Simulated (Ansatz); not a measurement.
**Relaxing graphene zigzag nanoribbon, H-capped, B on C sites (72 atoms)**

Aim: bring graphene zigzag nanoribbon, H-capped, B on C sites (72 atoms) to a nearby minimum of the energy and see what moves.

Method: Kohn-Sham DFT, PBEsol, PAW (set soft_2), plane waves, in Ansatz 0.2.0.

Most raw output is cut from this account.

## (1) Starting point

The cell holds 72 atoms: 43 C, 5 B and 24 H. Cell: a = 29.520 Å, b = 15.021 Å, c = 10.000 Å, α = 90.0°, β = 90.0°, γ = 90.0°. It derives from C (graphene) and B. Graphene (a = 2.46 Å), rectangular cell with x along the zigzag direction; strip nominally 6 Å wide, 12 periods, edges capped with H, 10 Å of vacuum, 5 of 48 C replaced by B at random; not relaxed, displaced by a Gaussian of 0.02 Å. Regions: sheet, 48 atoms (43 C and 5 B); hydrogen, 24 atoms (24 H). Vacuum lies along b and c. The structure repeats along a.

Before any run, some limits are plain. The main run has no spin polarisation, so any moments at edges, vacancies or dangling bonds can't form in it. The electron count is odd and the run has no spin polarisation, so levels at the top are partly filled by construction. The Brillouin zone is sampled at Γ only, in a cell whose periodic width is 30 Å.

## (2) Single point at the start

A single point comes first, to see the forces before anything moves.

input.yaml

```yaml
crystal:
  lattice:
    - [29.52, 0.0, 0.0]
    - [0.0, 15.02056, 0.0]
    - [0.0, 0.0, 10.0]
  atoms:
    - { symbol: C, position: [0.99949, 0.45412, 0.50244] }
    - { symbol: C, position: [0.04102, 0.40749, 0.49822] }
    - { symbol: C, position: [0.04234, 0.59307, 0.49811] }
    - { symbol: C, position: [0.99974, 0.54743, 0.50248] }
    - { symbol: C, position: [0.08307, 0.4553, 0.49707] }
    - { symbol: C, position: [0.1262, 0.40727, 0.50503] }
    - { symbol: C, position: [0.12485, 0.59152, 0.49859] }
    - { symbol: B, position: [0.08237, 0.54956, 0.49814] }
[... 60 atom lines left out ...]
    - { symbol: H, position: [0.87491, 0.33221, 0.50095] }
    - { symbol: H, position: [0.87485, 0.665, 0.50369] }
    - { symbol: H, position: [0.95734, 0.33164, 0.50211] }
    - { symbol: H, position: [0.95819, 0.66685, 0.49996] }
kpoints:
  mp_grid: { grid: [1, 1, 1] }
hamiltonian:
  xc: pbesol
scf:
  occupations: { method: gaussian, width: 0.05 }
output:
  forces: true
  populations: intrinsic
  dos:
    method: { smearing: { sigma: 0.08 } }
    de: 0.1
    projected:
      site_lists:
        B: [B]
        C: [C]
        H: [H]
        sheet: [0, 1, 2, 3, 4, 5, 6, 7, 8, 9, 10, 11, 12, 13, 14, 15, 16, 17, 18, 19, 20, 21, 22, 23, 24, 25, 26, 27, 28, 29, 30, 31, 32, 33, 34, 35, 36, 37, 38, 39, 40, 41, 42, 43, 44, 45, 46, 47]
        hydrogen: [48, 49, 50, 51, 52, 53, 54, 55, 56, 57, 58, 59, 60, 61, 62, 63, 64, 65, 66, 67, 68, 69, 70, 71]
  eigenvalues: true
```

Launch:

```bash
$ ansatz run input.yaml --threads 4 --pin off --max-ram 8192MiB --backend cpu --events-out ev --progress --plain --runs-dir out
```

Run time: 55 s. Hardware: 4 threads of Arm Neoverse V2, shared host; peak memory 3.1 GiB.

Numbers from this run:

```yaml
free_energy: -11730.4215 eV
free_energy_per_atom: -162.9225 eV/atom
scf_cycles: 30
r_m_s_force_component: 1.805 eV/Å
longest_force: 7.155 eV/Å
fermi_energy: -3.285 eV
levels_partly_filled_by_over_2_per_cent: 1
```

The r.m.s. force component of 1.8 eV/Å sets the starting point.

Length of the force by element:

```tsv
element	coordination	atoms	mean length of the force (eV/Å)	spread	least	most
B	all	5	2.30	0.722	1.01	3.24
C	all	43	3.33	1.71	0.926	7.16
H	all	24	1.24	1.22	0.0933	5.53
```

## (3) Relaxation

With the cell held, the atoms are moved downhill towards a nearby minimum.

input.yaml, the sections that differ from step 2:

```yaml
output:
  forces: true
relax:
  f_tol: 0.05
  max_steps: 149
# crystal, kpoints, hamiltonian, scf: as in step 2
```

The job ended after 3.3 min (4 threads; peak memory 3.1 GiB).

Step by step:

```tsv
step	energy less that of the first step (eV)	largest force component (eV/Å)
1	0.0000	7.1506
2	-4.7549	2.8757
3	-6.0452	0.4416
4	-6.3056	0.3758
5	-6.4215	0.2741
6	-6.4761	0.0885
7	-6.4985	0.0757
8	-6.5014	0.0806
9	-6.5025	0.0179
10	-6.5025	0.0181
```

The atoms that moved most (Å):

```tsv
atom	dx	dy	dz	length
H61	-0.385	-0.918	-0.014	0.996
B26	-0.149	-0.776	-0.004	0.790
H63	0.514	-0.506	-0.024	0.721
B29	0.063	-0.712	-0.029	0.716
C27	-0.010	-0.626	0.004	0.626
H62	0.022	-0.621	0.016	0.622
C30	0.241	-0.529	0.015	0.582
C25	-0.168	-0.552	-0.008	0.577
```

The relaxation changed the energy by -90.3 meV/atom, and atoms moved by 0.40 Å r.m.s., 1.00 Å at most.

## (4) Structure statistics after relaxation

Bonds before and after, by the cutoffs listed below:

```tsv
pair	bonds before	bonds after	mean before (Å)	mean after (Å)	spread before (Å)	spread after (Å)
C-C	48	48	1.426	1.406	0.025	0.026
C-H	22	22	1.088	1.098	0.035	0.002
C-B	11	11	1.404	1.518	0.025	0.023
H-B	2	2	1.078	1.212	0.030	0.002
B-B	1	1	1.458	1.674	0.000	0.000
```

Normalised to the volume that the atoms fill. Pair distribution functions g(r), in bins of 0.2 Å:

```tsv
r (Å)	total	C-C	C-H	C-B	H-H	H-B	B-B
1.00	1.21	0.00	3.04	0.00	0.00	0.00	0.00
1.20	0.35	0.00	0.61	0.00	0.00	2.23	0.00
1.40	2.04	5.33	0.00	1.72	0.00	0.00	0.00
1.60	0.26	0.00	0.00	2.81	0.00	0.00	5.75
1.80	0.00	0.00	0.00	0.00	0.00	0.00	0.00
2.00	0.00	0.00	0.00	0.00	0.00	0.00	0.00
2.20	0.71	0.00	1.66	0.00	0.41	0.00	0.00
2.40	1.25	2.41	0.10	0.77	1.98	1.55	0.00
2.60	0.71	0.33	1.01	1.72	0.21	0.49	0.00
2.80	0.32	0.59	0.07	0.71	0.00	0.45	0.00
3.00	0.15	0.15	0.09	0.53	0.16	0.00	0.00
3.20	0.01	0.00	0.00	0.00	0.00	0.16	0.00
3.40	0.23	0.00	0.56	0.00	0.06	0.00	0.00
3.60	0.15	0.18	0.12	0.00	0.00	0.79	0.00
3.80	0.33	0.68	0.07	0.71	0.00	0.00	0.00
4.00	0.25	0.03	0.57	0.12	0.00	0.10	0.00
4.20	0.21	0.38	0.08	0.21	0.00	0.59	0.00
4.40	0.08	0.10	0.04	0.20	0.03	0.09	0.81
4.60	0.13	0.00	0.29	0.04	0.13	0.00	0.00
4.80	0.31	0.24	0.40	0.04	0.33	0.44	0.00
5.00	0.21	0.14	0.25	0.27	0.22	0.41	0.00
5.20	0.12	0.10	0.10	0.18	0.23	0.06	0.00
5.40	0.03	0.02	0.03	0.10	0.02	0.06	0.00
5.60	0.08	0.10	0.01	0.00	0.36	0.00	0.00
5.80	0.05	0.05	0.01	0.06	0.19	0.00	0.00
6.00	0.03	0.08	0.01	0.00	0.02	0.00	0.00
6.20	0.13	0.10	0.20	0.20	0.00	0.04	0.43
6.40	0.12	0.14	0.13	0.04	0.00	0.25	0.00
```

Bonds by pair of elements; cutoffs follow the first minimum of g(r), held within bounds set by covalent radii, and pairs that aren't listed don't count as bonded:

```tsv
pair A-B	cutoff (Å)	bonds	mean length (Å)	spread (Å)	shortest (Å)	B about A	A about B
C-C	1.82	48	1.41	0.026	1.36	2.23	2.23
C-H	1.34	22	1.10	0.002	1.09	0.512	0.917
C-B	1.93	11	1.52	0.023	1.49	0.256	2.2
H-B	1.44	2	1.21	0.002	1.21	0.083	0.4
B-B	2.05	1	1.67	0	1.67	0.4	0.4
```

How many atoms have how many bonded neighbours:

```tsv
element	mean	1	3
B	3	0	5
C	3	0	43
H	1	24	0
```

Bond angles, per cent of each kind in bins of 5°:

```tsv
angle (°)	C-C-C	C-C-H	B-C-C
115–120	41.2	89.7	47.1
120–125	58.8	10.3	52.9
```

Bond angles (no mean is given where the spread exceeds 20°):

```tsv
angle	count	mean (°)	spread (°)
C-C-C	68	120	1.8
C-C-H	39	119	1.3
B-C-C	17	120	1.2
C-B-C	8	119	4.5
B-C-H	5	124	0.4
```

By these cutoffs all B atoms have 3, all C atoms have 3 and all H atoms have 1 bonded neighbour. The C-C-C angle averages 120° with a spread of 1.8°.

## (5) Single point at the relaxed geometry

One more single point at the end of the walk gives the fuller output and checks the residual forces.

input.yaml

```yaml
crystal:
  lattice:
    - [29.52, 0.0, 0.0]
    - [0.0, 15.02056, 0.0]
    - [0.0, 0.0, 10.0]
  atoms:
    - { symbol: C, position: [0.00085, 0.47357, 0.49949] }
    - { symbol: C, position: [0.04285, 0.42956, 0.49896] }
    - { symbol: C, position: [0.03714, 0.62362, 0.49903] }
    - { symbol: C, position: [0.99814, 0.57081, 0.49955] }
    [... 62 atom lines left out ...]
    - { symbol: H, position: [0.79847, 0.33138, 0.49982] }
    - { symbol: H, position: [0.78913, 0.66401, 0.49986] }
    - { symbol: H, position: [0.88126, 0.34017, 0.50047] }
    - { symbol: H, position: [0.87076, 0.67307, 0.50062] }
    - { symbol: H, position: [0.96375, 0.35072, 0.49994] }
    - { symbol: H, position: [0.9527, 0.68271, 0.50009] }
kpoints:
  mp_grid: { grid: [1, 1, 1] }
hamiltonian:
  xc: pbesol
scf:
  occupations: { method: gaussian, width: 0.05 }
output:
  forces: true
  populations: true
  dos:
    method: { smearing: { sigma: 0.15 } }
    de: 0.1
    projected:
      site_lists:
        B: [B]
        C: [C]
        H: [H]
        sheet: [0, 1, 2, 3, 4, 5, 6, 7, 8, 9, 10, 11, 12, 13, 14, 15, 16, 17, 18, 19, 20, 21, 22, 23, 24, 25, 26, 27, 28, 29, 30, 31, 32, 33, 34, 35, 36, 37, 38, 39, 40, 41, 42, 43, 44, 45, 46, 47]
        hydrogen: [48, 49, 50, 51, 52, 53, 54, 55, 56, 57, 58, 59, 60, 61, 62, 63, 64, 65, 66, 67, 68, 69, 70, 71]
  eigenvalues: true
  write_density: true
  write_potential: true
  volumetric_format: npy
```

The job ended after 52 s (4 threads; peak memory 3.1 GiB; 3.2 min of CPU time).

The program notes that the exchange-correlation potential is rough where the density is thin.

The run gave:

* free energy: -11736.9239 eV
* free energy per atom: -163.0128 eV/atom
* SCF cycles: 23
* r.m.s. force component: 0.00463 eV/Å
* longest force: 0.0263 eV/Å
* Fermi energy: -3.282 eV
* levels partly filled by over 2 per cent: 2
* spilling of the projection: 0.01252

Löwdin charges by element (they lack the spilled electrons, 0.037 e an atom on average):

```tsv
element	coordination	atoms	mean charge (e)	spread	least	most
B	all	5	0.0307	0.0361	-0.0249	0.0617
C	all	43	-0.0438	0.0819	-0.204	0.0844
H	all	24	0.182	0.0439	0.0374	0.205
```

By region:

```tsv
region	atoms	mean length of the force (eV/Å)
sheet	48	0.008
hydrogen	24	0.004
```

Density of states as counts of states in windows of 1 eV (from the Fermi level), total and the larger projections:

```tsv
from (eV)	to (eV)	total	sheet	C p	H s	hydrogen	B p	C s
-18	-17	5.8	5.5	0.9	0.2	0.2	0.1	4.5
-17	-16	6.3	5.9	1.4	0.3	0.3	0.1	4.3
-16	-15	9.5	8.8	2.6	0.5	0.5	0.2	6.0
-15	-14	9.0	8.4	3.0	0.5	0.5	0.2	5.2
-14	-13	6.1	5.7	2.6	0.3	0.3	0.1	2.9
-13	-12	7.2	6.6	3.0	0.4	0.4	0.2	3.2
-12	-11	7.5	6.8	3.8	0.6	0.6	0.2	2.7
-11	-10	10.6	9.2	6.0	1.2	1.2	0.2	2.9
-10	-9	8.9	7.9	5.4	0.9	0.9	0.3	1.9
-9	-8	10.7	9.5	7.4	1.0	1.0	0.3	1.4
-8	-7	12.6	10.4	8.3	2.1	2.1	0.3	1.4
-7	-6	21.5	18.0	15.9	3.1	3.1	0.4	1.2
-6	-5	24.0	20.6	19.0	3.0	3.0	0.6	0.5
-5	-4	21.0	18.3	16.7	2.5	2.5	1.0	0.3
-4	-3	16.4	15.3	13.6	1.0	1.0	1.5	0.2
-3	-2	18.4	16.6	13.4	1.7	1.7	2.8	0.3
-2	-1	9.4	9.1	6.8	0.2	0.2	2.2	0.1
-1	0	4.6	4.6	3.9	0.0	0.0	0.7	0.0
0	1	5.1	5.1	4.6	0.0	0.0	0.4	0.0
1	2	5.1	5.1	4.2	0.0	0.0	0.8	0.0
2	3	5.3	5.2	4.6	0.0	0.0	0.6	0.0
3	4	18.9	10.4	9.6	1.2	1.2	0.6	0.2
4	5	28.3	7.7	5.3	2.5	2.5	1.7	0.7
```

Between -19 and -18 eV lie 2 more states.

The levels nearest the highest filled one (over half full), pooled over k-points and spins:

```tsv
level less the highest filled one (eV)	occupation
-1.15	2
-0.788	2
-0.396	2
-0.379	2
-0.353	2
0	2
0.731	0.869
0.778	0.131
1.11	0
1.76	0
1.94	0
2.28	0
```

Electrostatic potential energy in the ab plane at fractional z = 0.498, with atoms of C and B and H within 0.2 Å of it. With pseudopotentials it is smooth inside the atoms' cores, unlike the true potential.

Ten even steps from '0' (-67 eV) to '9' (2 eV), each cell a mean:
```
99999999999999999999999999999999999999999999
99999999999999999999999999999999999999999999
99999999999999999999999999999999999999999999
99999999999999999999999999999999999999999999
99999999999999999999999999999999999999999999
99999999999999999999999999999999999999999999
99999999999999999999999999999999999999999989
99989999999999999999965899997589998458999736
99548999648999737999975899996479998447998633
86347998547999635899730378872027765004645401
53015666103777301543654562035454005667201677
68773015656202667610489974258987447898756899
89986468999646899865689984248886215888401577
66762048999634788730165453135335225312544510
30154256568513641355661037885116888423799853
63589984027988852379986479998548999845999973
64899997679999996379998479999779999988999998
99999995599999998899999999999999999999999999
99999999999999999999999999999999999999999999
99999999999999999999999999999999999999999999
99999999999999999999999999999999999999999999
99999999999999999999999999999999999999999999
99999999999999999999999999999999999999999999
99999999999999999999999999999999999999999999
```
Columns run along a (16.0 Å, from fractional 0.43 to 0.97 of the cell; values clipped at the 3rd and 97th percentile), rows up along b (15.0 Å). Atoms in or near the plane, at fractional coordinates: C at (0.45, 0.38), C at (0.46, 0.57), C at (0.49, 0.42), B at (0.54, 0.35), C at (0.54, 0.55), C at (0.50, 0.51), B at (0.59, 0.41), C at (0.63, 0.37), C at (0.62, 0.56), C at (0.58, 0.51), C at (0.67, 0.43), C at (0.71, 0.39), B at (0.71, 0.59), C at (0.67, 0.53) and more.

Valence density in the ab plane at fractional z = 0.498, with atoms of C and B and H within 0.2 Å of it. It is the smooth field of the valence electrons, not physical close to the nuclei.

Ten even steps from '0' (0.0 e/Å³) to '9' (2.0 e/Å³), each cell a mean:
```
00000000000000000000000000000000000000000000
00000000000000000000000000000000000000000000
00000000000000000000000000000000000000000000
00000000000000000000000000000000000000000000
00000000000000000000000000000000000000000000
00000000000000000000000000000000000000000000
00000000000000000000000000000000000000000010
00010000000000000000135200002420001551000374
02562001352000363100146310026841013784112587
35883112684112596312342443358986458998667999
99998557998546999977753479998678998656899633
63358998667999744689731137962114884112597311
31126963112586211269621137963225896324799644
75468973112344322489976689899889989989977899
89997785334434688986579984336985323697311369
69631234234222368841125951002772001376100137
46200024531000025830002420000221000011000000
00000014520000001100000000000000000000000000
00000000000000000000000000000000000000000000
00000000000000000000000000000000000000000000
00000000000000000000000000000000000000000000
00000000000000000000000000000000000000000000
00000000000000000000000000000000000000000000
00000000000000000000000000000000000000000000
```
Columns run along a (16.0 Å, from fractional 0.43 to 0.97 of the cell), rows up along b (15.0 Å). Atoms in or near the plane, at fractional coordinates: C at (0.45, 0.38), C at (0.46, 0.57), C at (0.49, 0.42), B at (0.54, 0.35), C at (0.54, 0.55), C at (0.50, 0.51), B at (0.59, 0.41), C at (0.63, 0.37), C at (0.62, 0.56), C at (0.58, 0.51), C at (0.67, 0.43), C at (0.71, 0.39), B at (0.71, 0.59), C at (0.67, 0.53) and more.

Mean Löwdin charges: B +0.03, C -0.04, H +0.18 e (they miss 1.3 % of the electrons, so they add up to more than the cell's charge). Charges this small depend on the projection, at times even in sign. Within 0.4 eV of the Fermi level the largest share is C p (93 % of the projected weight).

The surroundings of B26, one of the 5 B atoms, nearest first, numbered as they follow in the input and with coordinates relative to it.

```tsv
atom	x	y	z	distance (Å)	bonds	Löwdin charge (e)
B26	0.00	0.00	0.00	0.00	3	-0.02
H61	-0.24	-1.19	0.01	1.21	1	0.04
C25	-1.22	0.95	0.01	1.54	3	-0.07
B29	1.48	0.79	-0.01	1.67	3	0.00
C22	-2.51	0.47	0.01	2.56	3	-0.05
C28	-1.06	2.39	0.01	2.61	3	0.06
C32	1.40	2.33	-0.02	2.72	3	-0.04
H59	-2.67	-0.62	0.02	2.74	1	0.20
C30	2.89	0.26	-0.02	2.90	3	-0.20
C27	0.20	3.01	0.00	3.02	3	-0.05
```

The column of bonds counts only the pairs C-C within 1.82 Å, C-H within 1.34 Å, C-B within 1.93 Å, H-B within 1.44 Å, B-B within 2.05 Å; other neighbours, such as metal atoms beside each other in a compound, aren't counted, and periodic images can show an atom twice.

## (6) Another try, on a changed input

A doubtful change is made on purpose, to see how the program answers.

input.yaml

```yaml
crystal:
  lattice:
    - [29.52, 0.0, 0.0]
    - [0.0, 15.02056, 0.0]
    - [0.0, 0.0, 10.0]
  atoms:
    [... the 72 atom lines of step 2 ...]
kpoints:
  mp_grid: { grid: [1, 1, 1] }
hamiltonian:
  xc: pbesol
scf:
  occupations: { method: gaussian, width: 0.05 }
  max_iter: 100
output:
  forces: true
basis:
  ecutwfc: "80 eV"
```

Wall time 4.6 s (4 threads); peak memory 0.49 GiB.

The program notes that the cutoff lies under the one recommended for these potentials.

The SCF closed, but on a changed input, so its numbers are not taken as the system's.

The fault in the input: a cutoff far too low (basis.ecutwfc = "80 eV"). The fix is to take out basis.ecutwfc.

Against the single point at the start:

| Property | Result |
| --- | --- |
| r.m.s. difference of force components | 2229 meV/Å |
| longest difference of force vectors | 8364 meV/Å |
| force difference over r.m.s. force | 123.5 % |

## (7) Results

```yaml
energy_change_in_the_relaxation: -90.31 meV/atom
r_m_s_displacement: 0.395 Å
largest_displacement: 0.996 Å
free_energy_per_atom: -163.0128 eV/atom
r_m_s_force_component: 0.00463 eV/Å
wall_time_of_the_4_dft_runs: 5.2 min
```

**Reading.** Relaxation lowers the energy by 90.3 meV/atom and moves atoms by 0.40 Å r.m.s.; the r.m.s. force component goes from 1.8 to 0.0046 eV/Å. By the final cutoffs no bond was broken or made. From the first step to the last the energy fell by 6.502 eV, and the largest move was 1.00 Å (H61). The C-B bonds go from 1.404 Å (spread 0.025) to 1.518 Å (spread 0.023). Counting bonds as in the table, all B atoms have 3, all C atoms have 3 and all H atoms have 1 bonded neighbour. No gap is quoted: the electron count is odd and spin is off, so a level is left part filled.

[Logs are printed without paths, hosts, clocks, repeated set-up lines and the standing remarks that a program may print on its own settings, such as how far it seeks lower states.]

[Hosts, paths, dates, database ids (printed as entryN), source tags and the programs' standing remarks are cut or masked in the printed files.]
